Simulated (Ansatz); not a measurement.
# Rb on V(100): change of the work function

How does one ordered layer of Rb (top site) change the work function of V(100), and what dipole does each adsorbate carry?

Program: Ansatz 0.2.0. Level of theory: plane-wave DFT, PBE-D3(BJ), Ansatz PAW, in the first sound run; inputs show where later runs differ. Values are calculated unless marked as measured.

### Step 1. Starting point

The cell holds 5 atoms: 5 V. Cell: a = 3.020 Å, b = 3.020 Å, c = 24.040 Å, α = 90.0°, β = 90.0°, γ = 90.0°. Vacuum lies along c.

Coordinates:

```cif
data_structure
_symmetry_space_group_name_H-M 'P 1'
_symmetry_Int_Tables_number 1
_cell_length_a 3.0200
_cell_length_b 3.0200
_cell_length_c 24.0400
_cell_angle_alpha 90.000
_cell_angle_beta 90.000
_cell_angle_gamma 90.000
_cell_volume 219.25
loop_
_atom_site_label
_atom_site_type_symbol
_atom_site_fract_x
_atom_site_fract_y
_atom_site_fract_z
_atom_site_occupancy
V1 V 0.00000 0.00000 0.37438 1
V2 V 0.50000 0.50000 0.43719 1
V3 V 0.00000 0.00000 0.50000 1
V4 V 0.50000 0.50000 0.56281 1
V5 V 0.00000 0.00000 0.62562 1
```

### Step 2. The clean slab

The bare slab comes first, as the zero from which every change is counted. The two lowest layers are held at bulk places and the upper ones relax. The dipole correction removes the false field that a one-sided slab makes across the periodic vacuum, so each face gets a flat vacuum level of its own.

The input, input.yaml:

```yaml
crystal:
  lattice:
    - [3.02, 0.0, 0.0]
    - [0.0, 3.02, 0.0]
    - [0.0, 0.0, 24.04]
  atoms:
    - { symbol: V, position: [0.0, 0.0, 0.3743760399] }
    - { symbol: V, position: [0.5, 0.5, 0.43718802] }
    - { symbol: V, position: [0.0, 0.0, 0.5] }
    - { symbol: V, position: [0.5, 0.5, 0.56281198] }
    - { symbol: V, position: [0.0, 0.0, 0.6256239601] }
kpoints:
  mp_grid: { grid: [10, 10, 1] }
hamiltonian:
  xc: pbe
  dispersion: d3bj
scf:
  occupations: { method: fermi_dirac, width: 0.1 }
  convergence: { dr2_threshold: 1.0e-08 }
efield:
  axis: 3
  dipole_correction: true
  ramp_position: 0.97
  ramp_width: 0.06
relax:
  f_tol: 0.02
  max_steps: 60
  constraints: [{ sites: [0, 1] }]
output:
  write_potential: true
  write_density: true
  volumetric_format: npy
```

On the command line:

```
> ansatz run input.yaml --threads 4 --pin off --max-ram 6144MiB --backend cpu --events-out ev --progress --plain --runs-dir out
```

Log:

```text
Engine: ansatz 0.2.0, aarch64-unknown-linux-gnu
Pseudopotentials: kind: paw
Pseudopotential: V, paw, valence charge 13, recommended cutoff 420 eV (normal), V.paw.azcp
Functional definition: PBE
  parameter kappa = 0.804
  parameter beta = 0.066725
  exchange = pbe_x(kappa = kappa, mu = beta*pi^2/3)
  correlation = pbe_c(beta = beta)
Crystal: 5 atoms, lattice volume = 219.254 Å³
Basis set: ecut = 420 eV, 4241 PW (Γ), exchange–correlation on 48×48×324 points (8 copies of the dense FFT grid, shifted against one another)
Bands: 39, of which v1, the nominal top of the filled ones, is band 33 counted from 1 (32 counted from 0)
Symmetry: 8 space group operations
k-points: 21 of 100
Non-local potential: V, projectors of the file, l = 0: 3, l = 1: 2, l = 2: 3, l = 3: 1
PAW form: soft (Blöchl's): semilocal exchange-correlation on the pseudo side does not see the compensation charge
PAW one-centre angular grid: V, 590 points (default); XC on 64 Gauss nodes
Initial density: superposition of atomic densities (neutral atoms: chi_scale 0, normalization atom), corrected by the library's trained network
Initial wavefunctions: pseudopotential atomic-orbital guess
Functional: x = pbe(κ = 0.804, μ = 0.219515), c = pbe(β = 0.066725)
SCF iter   1: F=—  HF=-14561.396939 eV  |F-HF|=—  |Δ(HF+E_count)|=         —  Δρ=6.90e-3  dr2=9.49e-2  ethr=1.77e-3  p=0.000 e·Å  D=2.72e-13 V/Å  ΔV_dip=-0.00 eV  dr2_dipole=1.01e-6  V_vac-E_F(+/−)=3.85/3.85 eV  ⟨swp⟩=7.8  Hψ=3439  notcnv=0
efield: sawtooth ramp at fractional position 0.9700 (set: `efield.ramp_position`, or a place that a band, a saddle search or an elastic batch's reference lends), width 0.0600; the density the first Hamiltonian is built on has a dipole p = 0.000 e·Å; the dipole correction subtracts the counter field D = 2.72e-13 V/Å, which shifts the + side's vacuum level by -0.00 eV against the − side's; the planar-averaged density in the ramp window peaks in size at 2.6e-5 e/Å³
preconditioner: auto → LDOS  [metal: Δε(μ)=0.024 eV  Ē_g=2.393 eV  σ=0.100 eV  W_gap=0.06  n_scr=44 (ndim 8)  ℏωp=12.5 eV  f_vac=0.599  D(μ)=7.81/eV (n_scr^D=62)  β→1.0]
SCF iter   2: F=—  HF=-14561.397002 eV  |F-HF|=—  |Δ(HF+E_count)|=   6.33e-5  Δρ=4.89e-3  dr2=4.38e-2  ethr=1.46e-4  p=-0.000 e·Å  D=-2.65e-5 V/Å  ΔV_dip=0.00 eV  dr2_dipole=1.05e-6  V_vac-E_F(+/−)=3.78/3.78 eV  ⟨swp⟩=3.0  Hψ=1998  notcnv=0
SCF iter   3: F=—  HF=-14561.391095 eV  |F-HF|=—  |Δ(HF+E_count)|=   5.91e-3  Δρ=1.30e-3  dr2=6.98e-3  ethr=6.74e-5  p=-0.000 e·Å  D=-1.39e-5 V/Å  ΔV_dip=0.00 eV  dr2_dipole=1.50e-7  V_vac-E_F(+/−)=3.79/3.79 eV  ⟨swp⟩=2.0  Hψ=1175  notcnv=0
SCF iter   4: F=—  HF=-14561.391123 eV  |F-HF|=—  |Δ(HF+E_count)|=   2.75e-5  Δρ=3.34e-4  dr2=2.82e-4  ethr=1.07e-5  p=-0.000 e·Å  D=-3.69e-6 V/Å  ΔV_dip=0.00 eV  dr2_dipole=4.47e-10  V_vac-E_F(+/−)=3.81/3.81 eV  ⟨swp⟩=1.8  Hψ=903  notcnv=0
SCF iter   5: F=—  HF=-14561.391135 eV  |F-HF|=—  |Δ(HF+E_count)|=   1.17e-5  Δρ=9.96e-5  dr2=7.09e-5  ethr=4.35e-7  p=-0.000 e·Å  D=-3.11e-6 V/Å  ΔV_dip=0.00 eV  dr2_dipole=8.30e-12  V_vac-E_F(+/−)=3.82/3.82 eV  ⟨swp⟩=2.6  Hψ=1424  notcnv=0
SCF iter   6: F=—  HF=-14561.391181 eV  |F-HF|=—  |Δ(HF+E_count)|=   4.66e-5  Δρ=6.07e-5  dr2=1.89e-5  ethr=1.09e-7  p=-0.000 e·Å  D=-1.04e-6 V/Å  ΔV_dip=0.00 eV  dr2_dipole=2.59e-12  V_vac-E_F(+/−)=3.83/3.83 eV  ⟨swp⟩=2.1  Hψ=1071  notcnv=0
SCF iter   7: F=—  HF=-14561.391182 eV  |F-HF|=—  |Δ(HF+E_count)|=   1.22e-6  Δρ=1.52e-5  dr2=1.58e-6  ethr=2.91e-8  p=-0.000 e·Å  D=-4.22e-7 V/Å  ΔV_dip=0.00 eV  dr2_dipole=7.08e-11  V_vac-E_F(+/−)=3.84/3.84 eV  ⟨swp⟩=2.1  Hψ=1086  notcnv=0
SCF iter   8: F=—  HF=-14561.391332 eV  |F-HF|=—  |Δ(HF+E_count)|=   1.50e-4  Δρ=1.20e-5  dr2=3.21e-7  ethr=2.43e-9  p=0.000 e·Å  D=1.34e-8 V/Å  ΔV_dip=-0.00 eV  dr2_dipole=1.20e-11  V_vac-E_F(+/−)=3.84/3.84 eV  ⟨swp⟩=2.5  Hψ=1301  notcnv=0
SCF iter   9: F=—  HF=-14561.391332 eV  |F-HF|=—  |Δ(HF+E_count)|=   1.15e-8  Δρ=2.94e-6  dr2=2.82e-8  ethr=4.94e-10  p=0.000 e·Å  D=2.16e-8 V/Å  ΔV_dip=-0.00 eV  dr2_dipole=4.52e-13  V_vac-E_F(+/−)=3.84/3.84 eV  ⟨swp⟩=2.8  Hψ=1579  notcnv=0
SCF iter  10: F=-14561.391332 eV  HF=-14561.391332 eV  |F-HF|=2.75e-9  |Δ(HF+E_count)|=   3.78e-8  Δρ=1.17e-6  dr2=4.41e-9  ethr=1.54e-11  p=0.000 e·Å  D=2.81e-10 V/Å  ΔV_dip=-0.00 eV  dr2_dipole=1.50e-12  V_vac-E_F(+/−)=3.84/3.84 eV  ⟨swp⟩=10.0  Hψ=5429  notcnv=0
SCF 1 converged in 10 iterations: F = -14561.391332 eV  dr2 = 4.41e-9
  greatest PAW one-centre occupation: 1.000 electrons in one spin orbital (limit 2), on the V atom at site 3 (counted from 0), in its partial waves of l = 0
relax step   1: F+E_penalty+E_count = -14561.39133204 eV  Δ(F+E_penalty+E_count) = +0.000e0 eV  max|allowed force component| = 1.368e0 eV/Å  Δτ_max = 0.0000 Å  (10 SCF iters, accepted)
Initial density: handed on by an earlier stage of this run
Initial wavefunctions: those handed on with the density
SCF iter   1: F=—  HF=-14561.738221 eV  |F-HF|=—  |Δ(HF+E_count)|=         —  Δρ=2.35e-2  dr2=3.57e0  ethr=3.10e-3  p=-0.000 e·Å  D=-2.31e-7 V/Å  ΔV_dip=0.00 eV  dr2_dipole=1.23e-2  V_vac-E_F(+/−)=3.91/3.91 eV  ⟨swp⟩=4.2  Hψ=2056  notcnv=0
efield: sawtooth ramp at fractional position 0.9700 (set: `efield.ramp_position`, or a place that a band, a saddle search or an elastic batch's reference lends), width 0.0600; the density the first Hamiltonian is built on has a dipole p = -0.000 e·Å; the dipole correction subtracts the counter field D = -2.31e-7 V/Å, which shifts the + side's vacuum level by +0.00 eV against the − side's; the planar-averaged density in the ramp window peaks in size at 4.3e-6 e/Å³
preconditioner: auto → LDOS  [metal: Δε(μ)=0.060 eV  Ē_g=2.550 eV  σ=0.100 eV  W_gap=0.15  n_scr=44 (ndim 8)  ℏωp=12.5 eV  f_vac=0.606  D(μ)=6.23/eV (n_scr^D=44)  β→1.0]
SCF iter   2: F=—  HF=-14561.728027 eV  |F-HF|=—  |Δ(HF+E_count)|=   1.02e-2  Δρ=2.56e-2  dr2=4.68e0  ethr=3.10e-3  p=0.031 e·Å  D=2.59e-2 V/Å  ΔV_dip=-0.62 eV  dr2_dipole=7.12e-1  V_vac-E_F(+/−)=3.24/3.87 eV  ⟨swp⟩=2.7  Hψ=1367  notcnv=0
SCF iter   3: F=—  HF=-14561.573343 eV  |F-HF|=—  |Δ(HF+E_count)|=   1.55e-1  Δρ=2.46e-3  dr2=4.55e-2  ethr=3.10e-3  p=0.012 e·Å  D=9.53e-3 V/Å  ΔV_dip=-0.23 eV  dr2_dipole=1.57e-2  V_vac-E_F(+/−)=3.63/3.86 eV  ⟨swp⟩=2.0  Hψ=1158  notcnv=0
SCF iter   4: F=—  HF=-14561.572645 eV  |F-HF|=—  |Δ(HF+E_count)|=   6.98e-4  Δρ=1.82e-3  dr2=1.90e-2  ethr=7.01e-5  p=0.008 e·Å  D=6.57e-3 V/Å  ΔV_dip=-0.16 eV  dr2_dipole=5.46e-3  V_vac-E_F(+/−)=3.69/3.85 eV  ⟨swp⟩=2.2  Hψ=1246  notcnv=0
[...]
SCF iter   8: F=—  HF=-14561.606299 eV  |F-HF|=—  |Δ(HF+E_count)|=   2.70e-5  Δρ=3.61e-5  dr2=4.23e-6  ethr=9.34e-8  p=0.006 e·Å  D=4.92e-3 V/Å  ΔV_dip=-0.12 eV  dr2_dipole=7.12e-8  V_vac-E_F(+/−)=3.71/3.83 eV  ⟨swp⟩=1.8  Hψ=925  notcnv=0
SCF iter   9: F=—  HF=-14561.606458 eV  |F-HF|=—  |Δ(HF+E_count)|=   1.59e-4  Δρ=1.26e-5  dr2=5.20e-7  ethr=6.51e-9  p=0.006 e·Å  D=4.78e-3 V/Å  ΔV_dip=-0.12 eV  dr2_dipole=3.64e-10  V_vac-E_F(+/−)=3.71/3.83 eV  ⟨swp⟩=2.3  Hψ=1177  notcnv=0
SCF iter  10: F=—  HF=-14561.606458 eV  |F-HF|=—  |Δ(HF+E_count)|=   1.43e-7  Δρ=4.31e-6  dr2=5.70e-8  ethr=8.00e-10  p=0.006 e·Å  D=4.73e-3 V/Å  ΔV_dip=-0.11 eV  dr2_dipole=2.79e-10  V_vac-E_F(+/−)=3.71/3.83 eV  ⟨swp⟩=2.5  Hψ=1246  notcnv=0
SCF iter  11: F=-14561.606458 eV  HF=-14561.606458 eV  |F-HF|=1.44e-8  |Δ(HF+E_count)|=   3.85e-8  Δρ=1.18e-6  dr2=3.82e-9  ethr=1.54e-11  p=0.006 e·Å  D=4.72e-3 V/Å  ΔV_dip=-0.11 eV  dr2_dipole=6.12e-14  V_vac-E_F(+/−)=3.71/3.83 eV  ⟨swp⟩=10.3  Hψ=5688  notcnv=0
SCF 3 converged in 11 iterations: F = -14561.606458 eV  dr2 = 3.82e-9
relax step   3: F+E_penalty+E_count = -14561.60645823 eV  Δ(F+E_penalty+E_count) = -3.449e-2 eV  max|allowed force component| = 1.161e-1 eV/Å  Δτ_max = 0.1810 Å  (11 SCF iters, accepted)
[...]
relax step   4: F+E_penalty+E_count = -14561.60980502 eV  Δ(F+E_penalty+E_count) = -3.347e-3 eV  max|allowed force component| = 3.156e-2 eV/Å  Δτ_max = 0.0397 Å  (10 SCF iters, accepted)
SCF iter   1: F=—  HF=-14561.609937 eV  |F-HF|=—  |Δ(HF+E_count)|=         —  Δρ=8.09e-4  dr2=9.90e-3  ethr=8.51e-5  p=0.006 e·Å  D=4.89e-3 V/Å  ΔV_dip=-0.12 eV  dr2_dipole=1.95e-3  V_vac-E_F(+/−)=3.71/3.83 eV  ⟨swp⟩=1.1  Hψ=1158  notcnv=0
efield: sawtooth ramp at fractional position 0.9700 (set: `efield.ramp_position`, or a place that a band, a saddle search or an elastic batch's reference lends), width 0.0600; the density the first Hamiltonian is built on has a dipole p = 0.006 e·Å; the dipole correction subtracts the counter field D = 4.89e-3 V/Å, which shifts the + side's vacuum level by -0.12 eV against the − side's; the planar-averaged density in the ramp window peaks in size at 4.3e-6 e/Å³
preconditioner: auto → LDOS  [metal: Δε(μ)=0.018 eV  Ē_g=2.525 eV  σ=0.100 eV  W_gap=0.04  n_scr=44 (ndim 8)  ℏωp=12.5 eV  f_vac=0.610  D(μ)=6.50/eV (n_scr^D=44)  β→1.0]
SCF iter   2: F=—  HF=-14561.609778 eV  |F-HF|=—  |Δ(HF+E_count)|=   1.59e-4  Δρ=5.47e-4  dr2=2.44e-3  ethr=1.52e-5  p=0.006 e·Å  D=5.08e-3 V/Å  ΔV_dip=-0.12 eV  dr2_dipole=3.04e-5  V_vac-E_F(+/−)=3.71/3.83 eV  ⟨swp⟩=1.0  Hψ=987  notcnv=0
SCF iter   3: F=—  HF=-14561.609748 eV  |F-HF|=—  |Δ(HF+E_count)|=   2.97e-5  Δρ=1.64e-4  dr2=1.75e-4  ethr=3.75e-6  p=0.006 e·Å  D=4.95e-3 V/Å  ΔV_dip=-0.12 eV  dr2_dipole=1.72e-5  V_vac-E_F(+/−)=3.71/3.83 eV  ⟨swp⟩=1.9  Hψ=893  notcnv=0
SCF iter   4: F=—  HF=-14561.609750 eV  |F-HF|=—  |Δ(HF+E_count)|=   1.72e-6  Δρ=2.95e-5  dr2=3.24e-6  ethr=2.69e-7  p=0.006 e·Å  D=4.93e-3 V/Å  ΔV_dip=-0.12 eV  dr2_dipole=1.72e-9  V_vac-E_F(+/−)=3.71/3.83 eV  ⟨swp⟩=2.0  Hψ=1040  notcnv=0
SCF iter   5: F=—  HF=-14561.609862 eV  |F-HF|=—  |Δ(HF+E_count)|=   1.12e-4  Δρ=8.56e-6  dr2=2.86e-7  ethr=4.98e-9  p=0.006 e·Å  D=4.91e-3 V/Å  ΔV_dip=-0.12 eV  dr2_dipole=2.14e-10  V_vac-E_F(+/−)=3.71/3.83 eV  ⟨swp⟩=2.9  Hψ=1203  notcnv=0
SCF iter   6: F=—  HF=-14561.609862 eV  |F-HF|=—  |Δ(HF+E_count)|=   3.00e-7  Δρ=3.70e-6  dr2=6.57e-8  ethr=4.40e-10  p=0.006 e·Å  D=4.89e-3 V/Å  ΔV_dip=-0.12 eV  dr2_dipole=9.61e-12  V_vac-E_F(+/−)=3.71/3.83 eV  ⟨swp⟩=2.4  Hψ=1107  notcnv=0
SCF iter   7: F=—  HF=-14561.609862 eV  |F-HF|=—  |Δ(HF+E_count)|=   6.36e-8  Δρ=1.41e-6  dr2=1.53e-8  ethr=1.01e-10  p=0.006 e·Å  D=4.87e-3 V/Å  ΔV_dip=-0.12 eV  dr2_dipole=5.80e-9  V_vac-E_F(+/−)=3.71/3.83 eV  ⟨swp⟩=2.1  Hψ=1110  notcnv=0
SCF iter   8: F=-14561.609862 eV  HF=-14561.609862 eV  |F-HF|=9.19e-9  |Δ(HF+E_count)|=   3.95e-9  Δρ=5.06e-7  dr2=1.59e-9  ethr=1.54e-11  p=0.006 e·Å  D=4.86e-3 V/Å  ΔV_dip=-0.12 eV  dr2_dipole=3.54e-10  V_vac-E_F(+/−)=3.71/3.83 eV  ⟨swp⟩=9.6  Hψ=5236  notcnv=0
SCF 5 converged in 8 iterations: F = -14561.609862 eV  dr2 = 1.59e-9
relax step   5: F+E_penalty+E_count = -14561.60986199 eV  Δ(F+E_penalty+E_count) = -5.697e-5 eV  max|allowed force component| = 1.647e-3 eV/Å  Δτ_max = 0.0036 Å  (8 SCF iters, accepted)
NSCF: frozen V_eff on 21 k-points
the band table was solved once a step of the walk had ended and its energy, with any forces and stress, was formed, with the checks that follow a solve (3636 applications of the Hamiltonian). They found nothing against the state; the energy, forces and stress were not computed again (output.eigenvalues in the input reference)
WARN: The output density's exchange-correlation potential varies sharply where the density is thin. Do not read a vacuum level from v_tot or v_xc, or from such a field of the output density. On a cell that repeats whose density bears no net charge and no dipole along the vacuum's axis use v_es (v_loc + v_h of the components); under efield.dipole_correction with no amplitude use v_es + v_field, which holds any externa [...]
SCF converged after 8 iterations
Free energy (F): -14561.609862 eV
Harris-Foulkes:  -14561.609862 eV  (|F-HF|=9.19e-9)
Internal energy: -14561.388109 eV  (E = F + TS)
E sigma→0 (E₀):  -14561.498985 eV
Entropy (-TS):   -0.221753 eV (-44.351 meV/atom)
Fermi energy:    2.665091 eV
Dipole field:    D = 0.004834 V/Å  (p = 0.005857 e·Å, saw-weighted, corrected)
Work function:   Φ+ = 3.7124 eV   Φ− = 3.8286 eV
Levels:          The Fermi level and band energies are counted from a zero that moves with the ramp; work functions are not
--- Per-component energies (eV) ---
  E_band       = -1636.245140
  E_kinetic    = 1674.992997
  E_local      = -87696.405878  (includes V_loc(G=0)·N_el)
  E_nonlocal   = -223.640523
  E_hartree    = 43210.289816
  E_xc         = -647.870198
  E_vxc        = -820.907258  (∫ρ·V_xc dr)
  E_paw        = -5565.011957  (= ΣΔE_a)
  E_vpaw       = -990.903279  (= ΣTr[D̂ρ^β])
  E_aug_tail   = 0.001340  (compensation charges beyond the density's cutoff)
  E_efield     = 0.000014  (sawtooth field / dipole correction)
  E_vefield    = 0.031324  (∫n·V_field dr)
  E_ewald      = 34688.589275
  E_disp       = -2.332995  (pairwise vdW)
  E_smearing   = -0.221753  (= −TS)
  E_closure    = -0.000000  (closes the sum)
  Σ components = -14561.609862   (vs F -14561.609862, Δ=0.00e0)
--- Forces (eV/Å), atoms counted from 1 ---
  atom   1  V      0.00000000     0.00000000     1.33159627
  atom   2  V     -0.00000000    -0.00000000    -1.33224406
  atom   3  V      0.00000000     0.00000000     0.00164676
  atom   4  V      0.00000000     0.00000000     0.00032891
  atom   5  V     -0.00000000     0.00000000    -0.00132085
  max |Σ_I F_I| component: 7.03e-6 eV/Å
--- Band table (eV; the first three rows and the last of 21) ---
  k-point 0: bands = [... 29 lower, 2.7745, 2.7755, 2.9182, 2.9182, 3.0783, 3.0783, 3.2811, 3.2811, ... 2 higher]
  k-point 1: bands = [... 29 lower, 2.5317, 2.6922, 2.6988, 2.9621, 2.9898, 3.1212, 3.1484, 3.3947, ... 2 higher]
  k-point 2: bands = [... 29 lower, 2.2745, 2.2745, 2.5733, 2.7491, 2.9853, 3.0309, 3.4569, 3.7524, ... 2 higher]
  k-point 20: bands = [... 29 lower, 1.7290, 1.7290, 2.4094, 2.4094, 4.1796, 4.2285, 4.3745, 4.3745, ... 2 higher]
--- Relaxed structure (5 steps of the walk, 5 accepted, 0 SCFs on fresh bases) ---
  F+E_penalty+E_count = -14561.60986199 eV   max|allowed force component| = 1.647e-3 eV/Å
  atoms:
    - { symbol: V, position: [0.0, 0.0, 0.3743760399] }
    - { symbol: V, position: [0.500000, 0.500000, 0.437188] }
    - { symbol: V, position: [-4.963365e-18, 0, 0.496791] }
    - { symbol: V, position: [0.500000, 0.500000, 0.559288] }
    - { symbol: V, position: [-2.162748e-17, 0.0, 0.611640] }
```

The job ended after 60 s (4 threads of Arm Neoverse N1, shared host; peak memory 0.57 GiB; 2.7 min of CPU time).

This run has no spin polarisation, although V can carry a moment.

Step by step:

```csv
step,energy less that of the first step (eV),largest force component (eV/Å)
1,0.0000,1.3681
2,-0.1806,0.5669
3,-0.2151,0.1161
4,-0.2185,0.0316
5,-0.2185,0.0016
```

The run keeps the 8 symmetry operations that the program found, so distortions that break them were not tested.

The atoms that moved most (Å):

| atom | dx | dy | dz | length |
| --- | --- | --- | --- | --- |
| V5 | 0.000 | 0.000 | -0.336 | 0.336 |
| V4 | 0.000 | 0.000 | -0.085 | 0.085 |
| V3 | 0.000 | 0.000 | -0.077 | 0.077 |

Numbers from this step:

```yaml
energy_at_zero_smearing: -14561.4990 eV
work_function_upper_face: 3.712 eV
work_function_lower_face: 3.829 eV
dipole_along_the_normal: 0.005857 e·Å
step_between_the_vacuum_levels: -0.1162 eV
```

Running mean over 1.51 Å of the planar mean; the ramp of the sawtooth is left out. Electron's electrostatic potential energy less the Fermi level against z:

```csv
z (Å),electron's electrostatic potential energy less the Fermi level (eV)
3,3.83
4,3.83
5,3.82
6,3.74
7,3.14
8,-1.26
9,-7.40
10,-7.84
11,-8.34
12,-8.11
13,-8.04
14,-9.59
15,-6.50
16,0.839
17,3.38
18,3.67
19,3.71
20,3.71
21,3.71
```

The relaxation took 5 steps and lowered the energy by 0.22 eV; the largest force on the free atoms ends at 0.0016 eV/Å.

The work function of the upper face is 3.71 eV.

(Continued in part 2 of 3.)

[Long decimals in the printed logs are rounded to 6 places.]

[Logs are printed without paths, hosts, clocks, repeated set-up lines and the standing remarks that a program may print on its own settings, such as how far it seeks lower states.]

[Hosts, paths, dates, database ids (printed as entryN), source tags and the programs' standing remarks are cut or masked in the printed files.]

[Maps of the electrostatic potential energy from Ansatz leave out the sawtooth potential of an applied field or a dipole correction, so their vacuum need not be flat; planar profiles and work functions include it.]
